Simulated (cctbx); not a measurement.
**MgCr3SnS8: as given, inverted or twinned?**

Space group Cm (no. 8), a = 15.3220 Å, b = 4.7390 Å, c = 8.4410 Å, α = 90.00°, β = 107.56°, γ = 90.00°.

```csv
atom,mult.,x,y,z,Ueq (Å²)
Sn1,2,0.6881,0,0.2822,0.0101
Cr1,2,0.7987,1/2,0.6953,0.0131
Cr2,2,0.6035,0,0.6888,0.0079
Cr3,2,0.8962,1/2,0.3318,0.0099
S1,2,0.8603,0,0.2874,0.0123
S2,2,0.7668,0,0.6778,0.0155
S3,2,0.6576,0,0.9902,0.0065
S4,2,0.5589,0,0.3887,0.0136
S5,2,0.9364,1/2,0.6360,0.0118
S6,2,0.8556,1/2,0.9815,0.0137
S7,2,0.7386,1/2,0.3625,0.0104
S8,2,0.6405,1/2,0.6796,0.0060
Mg1,2,0.8229,0,0.9811,0.0117
```

The model was made for the exercise: a known structure type with other elements put in, its volume estimated, not relaxed; displacement parameters are assumed.

Data sets are simulated with cctbx and refined with Bijvoet mates kept apart; Flack x is then fitted as the share of an inverted twin with the atoms fixed, Hooft y from the Bijvoet differences. The group is acentric but holds improper operations, so there is an absolute structure (orientation) and no hand.

Untwinned crystal. What Flack and Hooft values should come out?

```
  λ (Å)  extinction (unmodelled)  d min (Å)  top counts  error (%)     model      R1  Flack x   s.u.  Hooft y   s.u.  pairs
0.71073                      0.3       0.77        5000          6  as given  0.0379     0.11   0.04    0.102  0.050    713
0.71073                      0.3       0.77        5000          6  inverted  0.0422     0.88   0.04    0.904  0.050    713
1.54184                        0       0.83       20000        1.5  as given  0.0155    0.005  0.005    0.002  0.007    560
```

With Mo Kα, x is within 3 s.u. of 0, so the absolute structure is right. With Cu Kα, x is within 3 s.u. of 0, so the absolute structure is right. Inverting the model turns x into about 1 − x.

A further crystal gives:

| λ (Å) | extinction (unmodelled) | d min (Å) | top counts | error (%) | model | R1 | Flack x | s.u. | Hooft y | s.u. | pairs |
| --- | --- | --- | --- | --- | --- | --- | --- | --- | --- | --- | --- |
| 1.54184 | 0.3 | 0.8 | 5000 | 2 | as given | 0.0359 | 0.127 | 0.014 | 0.138 | 0.015 | 626 |

**Question.** What is it?

It was simulated as an inversion twin with a fraction 0.15 of the inverted domain. Flack x is over 3 s.u. from both 0 and 1 and reads that fraction.

[Logs are printed without paths, hosts, clocks, repeated set-up lines and the standing remarks that a program may print on its own settings, such as how far it seeks lower states.]
